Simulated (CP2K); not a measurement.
Two runs for the C K edge of 3-borylthiophene. Run A: CP2K XAS_TDP, all-electron GAPW, PBEh(45%), aug-cc-pVDZ, TDA, no relativity. Run B differs in one setting.

First lines with a strength over 0.0015. A:

```csv
atom,energy (eV),states,"strength, one atom"
C2 (bonded to B and 2 C),280.72,1,0.0167
,282.67,1,0.0227
,283.64,1,0.0193
,284.45,1,0.0025
,284.60,1,0.0040
C3 (bonded to 2 C and H),281.48,1,0.0517
,284.56,1,0.0098
,285.00,1,0.0037
,285.52,1,0.0037
,286.17,1,0.0018
"C4 (bonded to C, S and H)",281.95,1,0.0492
,284.25,1,0.0340
,285.00,1,0.0135
,285.93,1,0.0042
,286.13,1,0.0025
"C6 (bonded to C, S and H)",281.08,1,0.0520
,284.78,1,0.0295
,285.50,1,0.0164
,286.34,1,0.0052
,286.46,1,0.0029
```

B:

```csv
atom,energy (eV),states,"strength, one atom"
C2 (bonded to B and 2 C),274.52,1,0.0058
,276.28,1,0.0073
,277.44,1,0.0308
,277.52,1,0.0022
,278.98,1,0.0059
C3 (bonded to 2 C and H),275.58,1,0.0125
,276.05,1,0.0257
,277.97,1,0.0034
,278.02,1,0.0020
,278.51,1,0.0028
"C4 (bonded to C, S and H)",276.20,1,0.0254
,276.68,1,0.0138
,278.15,1,0.0173
,278.47,1,0.0062
,279.18,1,0.0053
"C6 (bonded to C, S and H)",275.46,1,0.0389
,277.94,1,0.0027
,278.50,1,0.0129
,278.90,1,0.0060
,279.43,1,0.0067
```

Question: Which was it: the functional, scalar relativity switched on, GW2X switched on, the basis?

The functional (functional from PBEh(45%) to PBE0; the lines alone don't name the new value). A functional moves all lines by electronvolts and changes their spacings and strengths. Against PBEh(45%) in aug-cc-pVDZ, the leading lines move by -6.20 eV (C2, to 274.52), -5.90 eV (C3, to 275.58), -5.75 eV (C4, to 276.20) and -5.62 eV (C6, to 275.46); the strength of C2's goes from 0.0167 to 0.0058, so the two may not be the same state. The next line of C2 over the strength cut lies 1.76 eV higher, against 1.95.

[Banner, clock and machine lines of the logs are left out without a mark of their own.]

[Logs are printed without paths, hosts, clocks, repeated set-up lines and the standing remarks that a program may print on its own settings, such as how far it seeks lower states.]

[Hosts, paths, dates, database ids (printed as entryN), source tags and the programs' standing remarks are cut or masked in the printed files.]
